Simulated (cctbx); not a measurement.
# TmAsW: as given, inverted or twinned?

Space group I4_1md (no. 109), a = 4.1590 Å, b = 4.1590 Å, c = 15.0260 Å, α = 90.00°, β = 90.00°, γ = 90.00°.

| atom | mult. | x | y | z | Ueq (Å²) |
| --- | --- | --- | --- | --- | --- |
| W1 | 4 | 1/2 | 1/2 | 0.9163 | 0.0026 |
| Tm1 | 4 | 0 | 0 | 0.0009 | 0.0025 |
| As1 | 4 | 1/2 | 1/2 | 0.0784 | 0.0034 |

The model was made for the exercise: a known structure type with other elements put in, its volume estimated, not relaxed; displacement parameters are assumed.

Data sets are simulated with cctbx and refined with Bijvoet mates kept apart; Flack x is then fitted as the share of an inverted twin with the atoms fixed, Hooft y from the Bijvoet differences. The group is acentric but holds improper operations, so there is an absolute structure (orientation) and no hand.

Untwinned crystal. What Flack and Hooft values should come out?

| λ (Å) | extinction (unmodelled) | d min (Å) | top counts | error (%) | model | R1 | Flack x | s.u. | Hooft y | s.u. | pairs |
| --- | --- | --- | --- | --- | --- | --- | --- | --- | --- | --- | --- |
| 0.71073 | 0 | 0.77 | 40000 | 6 | as given | 0.0127 | -0.02 | 0.05 | -0.019 | 0.035 | 95 |
| 1.54184 | 0 | 0.83 | 5000 | 4 | as given | 0.0174 | -0.04 | 0.06 | 0.000 | 0.043 | 73 |

With Mo Kα, x is within 3 s.u. of 0, so the absolute structure is right, though an s.u. above 0.04 can't exclude a small twin share. With Cu Kα, x is within 3 s.u. of 0, so the absolute structure is right, though an s.u. above 0.04 can't exclude a small twin share.

A further crystal gives:

```csv
λ (Å),extinction (unmodelled),d min (Å),top counts,error (%),model,R1,Flack x,s.u.,Hooft y,s.u.,pairs
0.6889,0,0.65,20000,2,as given,0.0158,0.53,0.04,0.528,0.017,149
```

**Question.** What is it?

It was simulated as an inversion twin with a fraction 0.5 of the inverted domain. Flack x is over 3 s.u. from both 0 and 1 and reads that fraction.

[Logs are printed without paths, hosts, clocks, repeated set-up lines and the standing remarks that a program may print on its own settings, such as how far it seeks lower states.]
